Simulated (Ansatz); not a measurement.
## VO2F (Cc):O_F, thermodynamic levels from a 64-atom cell

Charge states of O_F in VO2F (Cc), set against the band edges. Model: a cell of 64 host atoms with 1 F taken out and 1 O put in.

Calculated with Ansatz 0.2.0; place-levels on PBEsol runs: charge-transition levels and formation energies with image-charge correction and potential alignment at the atomic sites.

## Step 1: Starting point

The cell holds 64 atoms: 16 V, 33 O and 15 F. Cell: a = 10.492 Å, b = 10.492 Å, c = 10.358 Å, α = 119.4°, β = 119.4°, γ = 58.5°. It derives from VO2F (space group Cc). Nearest the centre at fractional (0.801, 0.272, 0.586): O48 at 0.00 Å, V42 at 1.90 Å, V33 at 2.06 Å, O46 at 2.58 Å, F47 at 2.61 Å, F39 at 2.61 Å, O13 at 2.64 Å, O45 at 2.64 Å.

Known beforehand: the electronic dielectric constant, principal values (4.32, 4.78, 6.43), and the static one, principal values (7.47, 17.42, 45.45), from a response run on this crystal (DFPT, PBEsol) at that run's own cell.

The cell's shortest repeat is 10.3 Å.

## Step 2: The runs of each charge state

A transition level is the Fermi level at which two charge states cost the same, so each charge needs its own total energy, at its own relaxed structure.

Each atom starts 0.05 Å or so off its site in a random direction. Forces are taken at one point at (¼, ¼, ¼). The cell holds 1 electron more than the neutral one, with a uniform background that keeps it neutral on the whole.

The sampling was tested on the host first: at the k-points planned (1x1x1 shifted 0.25 0.25 0.25) its energy lies -0.001 eV an atom from the dense-mesh value, under the bound of 0.02 eV set for this test; that bounds the host's error, not the defect's.

One of the inputs; charge, spin and start change from state to state.

Input file qm1.relax/input.yaml:

```yaml
crystal:
  lattice:
    - [9.1549039, -5.12504429, -0.00491974]
    - [9.1549039, 5.12504429, -0.00491974]
    - [-5.82112496, 0.0, 8.56778155]
  atoms:
    - { symbol: V, position: [0.38322631, 0.11783034, 0.39806361] }
    - { symbol: V, position: [0.11783034, 0.38322631, 0.14806361] }
[... 7 atom lines left out ...]
    - { symbol: V, position: [0.11783034, 0.38322631, 0.64806361] }
    - { symbol: O, position: [0.24473451, 0.04972783, 0.80481959] }
    - { symbol: O, position: [-0.00486438, 0.51556765, 0.77941629] }
    - { symbol: O, position: [0.04972783, 0.24473451, 0.55481959] }
[... 6 atom lines left out ...]
    - { symbol: O, position: [-0.00486438, 1.01556765, 0.27941629] }
[... 5 atom lines left out ...]
    - { symbol: V, position: [0.11783034, 0.88322631, 0.64806361] }
[... 1 atom line left out ...]
    - { symbol: O, position: [-0.00486438, 1.01556765, 0.77941629] }
[... 1 atom line left out ...]
    - { symbol: O, position: [0.51556765, 0.49513562, 0.52941629] }
[... 2 atom lines left out ...]
    - { symbol: V, position: [0.88322631, 0.11783034, 0.39806361] }
[... 1 atom line left out ...]
    - { symbol: O, position: [0.74473451, 0.04972783, 0.30481959] }
[... 3 atom lines left out ...]
    - { symbol: F, position: [0.77176588, 0.30079637, 0.33587651] }
[... 1 atom line left out ...]
    - { symbol: V, position: [0.88322631, 0.11783034, 0.89806361] }
    - { symbol: V, position: [0.61783034, 0.38322631, 0.64806361] }
[... 1 atom line left out ...]
    - { symbol: O, position: [0.49513562, 0.51556765, 0.77941629] }
    - { symbol: O, position: [0.54972783, 0.24473451, 0.55481959] }
    - { symbol: O, position: [1.01556765, -0.00486438, 0.52941629] }
    - { symbol: F, position: [0.77176588, 0.30079637, 0.83587651] }
    - { symbol: O, position: [0.80079637, 0.27176588, 0.58587651] }
[... 8 atom lines left out ...]
    - { symbol: V, position: [0.88322631, 0.61783034, 0.89806361] }
[... 1 atom line left out ...]
    - { symbol: O, position: [0.74473451, 0.54972783, 0.80481959] }
[... 4 atom lines left out ...]
    - { symbol: F, position: [0.80079637, 0.77176588, 0.58587651] }
  host:
    repeats: [2, 2, 2]
    atoms:
      - { symbol: V, position: [0.76645262, 0.23566067, 0.79612723] }
      - { symbol: V, position: [0.23566067, 0.76645262, 0.29612723] }
      # ... 6 more atoms of the perfect host
total_charge: -1
basis:
  ecutwfc: 420
  xc_grid: 2
hamiltonian:
  xc: pbesol
kpoints:
  mp_grid: { grid: [1, 1, 1], shift: [0.25, 0.25, 0.25] }
scf:
  occupations: { method: fixed }
  max_iter: 100
output:
  forces: true
  charged_corrections:
    epsilon: [[5.36, 0.0, -1.05], [0.0, 4.78, 0.0], [-1.05, 0.0, 5.39]]
    static_epsilon: [[25.77, 0.0, -18.98], [0.0, 17.42, 0.0], [-18.98, 0.0, 27.15]]
    defect_position: [0.800796, 0.271766, 0.585877]
relax:
  f_tol: 0.02
  max_steps: 80
  random_displacement: { amplitude: 0.05, seed: 2081 }
checkpoint:
  write: "../qm1.relax.run"
  compress: false
  write_wavefunctions: true
  write_every: 100000
```

Command:

```console
> ansatz run input.yaml --threads 4 --pin off --max-ram 7536MiB --backend cpu --events-out ev --progress --plain --runs-dir out
```

Defect states can disperse in a cell of this size, so the energy is taken again at a 2×2×2 shifted mesh, on the relaxed structure.

The run of this state that the levels use, under PBEsol:

Input file qm1.point/input.yaml:

```yaml
crystal:
  checkpoint: "../qm1.relax.run"
  host: checkpoint
total_charge: -1
basis:
  ecutwfc: 420
  xc_grid: 2
hamiltonian:
  xc: pbesol
kpoints:
  mp_grid: { grid: [2, 2, 2], shift: [0.5, 0.5, 0.5] }
scf:
  occupations: { method: fermi_dirac, width: 0.01 }
  max_iter: 100
output:
  forces: true
  eigenvalues: true
  charged_corrections:
    epsilon: [[5.36, 0.0, -1.05], [0.0, 4.78, 0.0], [-1.05, 0.0, 5.39]]
    static_epsilon: [[25.77, 0.0, -18.98], [0.0, 17.42, 0.0], [-18.98, 0.0, 27.15]]
    defect_position: [0.800796, 0.271766, 0.585877]
  eigenstates: { localisation: true }
  populations: true
  band_densities: [{ bands: [v1, v1] }, { bands: [c1, c1] }]
  write_density: true
  write_potential: true
  volumetric_format: npy
  elf: true
checkpoint:
  read: "../qm1.relax.run"
  write: "../qm1.point.run"
  compress: false
  write_wavefunctions: false
  write_every: 100000
```

Relaxations under PBEsol at one point at (¼, ¼, ¼); times on 4 threads of Arm Neoverse V1, shared host:

```tsv
charge	moment (μB)	occupations	outcome	steps	largest displacement against the far atoms (Å)	time
−1	0	fixed	converged	11	0.22	3 min
0	1	fixed	converged	14	0.23	9.7 min
```

Single points under PBEsol at a 2×2×2 shifted mesh; times on 4 threads of Arm Neoverse V1, shared host:

```tsv
charge	moment (μB)	occupations	outcome	time
−1	0	fermi-dirac	converged	1.9 min
0	1	fermi-dirac	converged	4.9 min
```

Distances (Å) from O48 to the nearest atoms after relaxation with PBEsol:

```tsv
charge	moment (μB)	1.	2.	3.	4.	5.	6.
−1	0	V 1.72	V 1.90	O 2.56	F 2.58	O 2.62	O 2.65
0	1	V 1.75	V 2.00	O 2.52	O 2.57	F 2.61	O 2.62
```

## Step 3: Placing the levels, PBEsol

A charged cell interacts with its images and the background, and its potential has another zero than the host's. place-levels removes the first by a point-charge model, screened by the static dielectric constant since the ions have relaxed around the charge, and the second by comparing potentials at atoms far from the defect.

The host is a run of the defect-free crystal in the same cutoffs, grids and k-points, so that basis and sampling errors cancel in part in the differences. The host is run in a cell of 8 atoms on a matching mesh. Its band edges are searched through the zone by a band path, so the gap is smaller than, or equal to, that on the mesh. Chemical potentials are energies per atom of F (F2 molecule) and O (O2 molecule), run with the same functional and cutoff.

Input file levels.point.yaml:

```yaml
host:
  run: host.point.run
states: [qm1.point.run, q0_M1.point.run]
geometry_from:
  qm1.point.run: qm1.relax.run
  q0_M1.point.run: q0_M1.relax.run
  host.point.run: host.relax.run
chemical_potentials:
  F:
    energy: -797.642924
    dataset: <sha256 of the dataset>
  O:
    energy: -558.282649
    dataset: "<sha256 of the dataset>"
epsilon:
  - [5.36, 0.0, -1.05]
  - [0.0, 4.78, 0.0]
  - [-1.05, 0.0, 5.39]
static_epsilon:
  - [25.77, 0.0, -18.98]
  - [0.0, 17.42, 0.0]
  - [-18.98, 0.0, 27.15]
vertical:
  - { from: qm1.point.run, to: qm1.point_neutral.run }
```

Command:

```console
> ansatz place-levels levels.point.yaml -- --threads 4 --pin off --max-ram 7536MiB
```

Numbers of over 12 decimals in the logs are rounded to 6 here.

What it wrote:

```text
[... repeated set-up lines and file paths are left out, and long positions are rounded to six places ...]
(0/-1) 0.089 eV above the valence edge, 1.493 eV under the conduction edge
formation energy of charge 0: +3.117 eV with the Fermi level at the valence edge
formation energy of charge -1: +3.206 eV with the Fermi level at the valence edge
vertical -1 to 0: no energy, since no alignment is typed
  the change from vertical[0].from (qm1.point.run) to vertical[0].to (qm1.point_neutral.run): by its potential at epsilon [[5.36, 0, -1.05], [0, 4.78, 0], [-1.05, 0, 5.39]] it stands at 0.648 0.376 0.546, with an rms radius of about 4.9 Å (3.1 2.6 2.7 Å [...]
  edges by pbesol, gap 1.581 eV; the host is sampled to repeats of 20.50 Å
  the defect's cells are sampled to repeats of 20.50 Å, like sampling
  charge 0: +0.000 eV for its dipole among its images, +0.000 omitted
  charge -1: -76703.9025 eV with its correction of +0.006 eV, at epsilon [[25.77, 0, -18.98], [0, 17.42, 0], [-18.98, 0, 27.15]], aligned at sites: +0.1086 eV, mean over 22 atomic sites at or beyond 5.13 Å from the host's site at [0.8022, 0.2677, 0.5880] by [...]
  of states[1] (q0_M1.point.run): its alignment with the host at atomic sites is doubtful: the mean over the far sites moves by -0.0508 eV from their farther parts to their nearer, more than 0.05 eV. [...]
  of states[0] (qm1.point.run): it parts from the run at its places by a charge that spreads by about 3.1 Å along one vector (1.5 Å or more is wide), by its potential at epsilon [[5.36, 0, -1.05], [0, 4.78, 0], [-1.05, 0, 5.39]], taken for that of held ions [...]
  of vertical[0].from (qm1.point.run): its displacements don't fall off away from the defect: farther atoms stand 0.049 Å off the host's places. [...]
  vertical[0].to (qm1.point_neutral.run): levels filled in part (TS 0.004 eV): its energy is of no whole electron's
  of vertical[0].to (qm1.point_neutral.run): its displacements don't fall off away from the defect: farther atoms stand 0.049 Å off the host's places. [...]
```

Elapsed: 0.24 s, on 4 threads of Arm Neoverse V1, shared host.

Levels between the charges placed, in eV above the valence top:

```tsv
	gap (eV)	(0/−1)
PBEsol	1.58	0.09
```

Corrections by state:

```tsv
charge	moment (μB)	image terms and alignment (eV)	band filling (eV)	ε used	over the lowest of its charge, as the program ranks them, band filling apart (eV)
0	1.0	0.000	-	-	0.000
−1	0.0	0.006	-	principal values (7.47, 17.42, 45.45)	0.000
```

The charged structures listed were also run neutral, and place-levels reads from each pair, by the potential or the spins, how wide the charge is by which they differ; that can be the carrier of either run.

```tsv
charge	rms radius (Å)	spread where it is widest against the cell (Å)	wide from (Å)	reading
−1	4.9	3.10	1.47	wide
```

The neutral runs of these pairs need not share the spin of the lowest neutral state, and very wide values only mean spread over the cell.

From the program's caveats on the states, each cut to its opening words:

- charge 0 (1 μB): its alignment with the host at atomic sites is doubtful: the mean over the far sites moves by -0.0508 eV from their farther parts to their nearer, more than [...]
- charge 0 (1 μB): its sublattices stand up to 0.0739 Å off the host's, which by the two runs' forces adds about +0.02 eV to its energy against the host's, and moves the band [...]
- charge 0 (1 μB): its displacements don't fall off away from the defect: farther atoms stand 0.1 Å off the host's places
- charge −1: it parts from the run at its places by a charge that spreads by about 3.1 Å along one vector (1.5 Å or more is wide), by its potential at epsilon [[5.36, 0, [...]
- charge −1: its alignment with the host at atomic sites is doubtful: the mean over the far sites moves by -0.1678 eV from their farther parts to their nearer, more than [...]
- charge −1: its displacements don't fall off away from the defect: farther atoms stand 0.049 Å off the host's places

Chemical potentials of the elements' reference phases, run alike. Formation energies (elemental references), with the Fermi level at the valence top and at the conduction bottom (gap 1.58 eV):

```tsv
charge	at valence top (eV)	at conduction bottom (eV)	correction included (eV)
0	3.12	3.12	0.00
−1	3.21	1.62	0.01
```

```tsv
Fermi level (eV)	lowest formation energy (eV)
0.00	3.12
0.14	3.06
0.29	2.92
0.43	2.77
0.57	2.63
0.72	2.49
0.86	2.34
1.01	2.20
1.15	2.06
1.29	1.91
1.44	1.77
1.58	1.62
```

## Step 4: The same at the relaxations' own k-points

The relaxations' own energies give the levels at their sampling, for comparison.

Input file levels.relax_mesh.yaml:

```yaml
host:
  run: host.relax.run
states: [qm1.relax.run, q0_M1.relax.run]
chemical_potentials:
  F:
    energy: -797.642924
    dataset: <sha256 of the dataset>
  O:
    energy: -558.282649
    dataset: "<sha256 of the dataset>"
```

Command:

```console
> ansatz place-levels levels.relax_mesh.yaml -- --threads 4 --pin off --max-ram 7536MiB
```

What it wrote:

```text
(0/-1) 0.099 eV above the valence edge, 1.487 eV under the conduction edge
formation energy of charge 0: +3.116 eV with the Fermi level at the valence edge
formation energy of charge -1: +3.215 eV with the Fermi level at the valence edge
  edges by pbesol, gap 1.586 eV; the host is sampled to repeats of 10.25 Å
[... the lines on each state left out ...]
```

Wall time 0.1 s (4 threads).

Levels between neighbouring charges, in eV above the valence top:

```tsv
	gap (eV)	(0/−1)
one point at (¼, ¼, ¼)	1.59	0.10
a 2×2×2 shifted mesh	1.58	0.09
```

Going from one point at (¼, ¼, ¼) to a 2×2×2 shifted mesh moves the levels that carry no band-filling term by up to 0.01 eV and formation energies against the elements by up to 0.01 eV.

## Step 5: Outcome

| Property | Result |
| --- | --- |
| gap of the host | 1.58 eV (PBEsol) |
| level (0/minus 1) | 0.09 eV above the valence top |
| lowest of the charges placed, just above the valence top (0.02 eV) | 0 |
| lowest of the charges placed, just below the conduction bottom (0.02 eV) | −1 |
| lowest formation energy at mid-gap of the charges run, elemental references | 2.42 eV |

In words: Of the charges placed (−1 and 0), the lowest changes at 0.09 eV (0/−1) above the valence top, in a gap of 1.58 eV. (0/−1) lies 0.09 eV from a band edge, less than the doubt on such levels. Charges above 0 and below −1 were not placed, so these runs say nothing of levels that involve them. States placed: 0 at 1 μB; −1 at 0 μB. Other spin states or structures, where not listed, weren't placed. Going from one point at (¼, ¼, ¼) to a 2×2×2 shifted mesh moves the levels that carry no band-filling term by up to 0.01 eV and formation energies against the elements by up to 0.01 eV. The program doubts the alignment of potentials for at least one state, a sign that the cell is small. Keep in mind: PBEsol makes the gap too small and tends to spread out bound carriers; where a gas molecule sets a chemical potential or the host's formation energy, its binding is uncorrected; force components of up to 0.18 eV/Å remain in a run at the final settings.

[Logs are printed without paths, hosts, clocks, repeated set-up lines and the standing remarks that a program may print on its own settings, such as how far it seeks lower states.]

[Hosts, paths, dates, database ids (printed as entryN), source tags and the programs' standing remarks are cut or masked in the printed files.]

[Where a table of states has a column of steps, it counts the stored structures, which are thinned; the runs took as many ionic steps or more.]

[A defect's name tells the site on which it was built; relaxed atoms can leave that site.]

[For some hosts the program warned that the k-mesh of the response run may be too coarse for force constants and the static dielectric constant; such warnings are not shown here.]
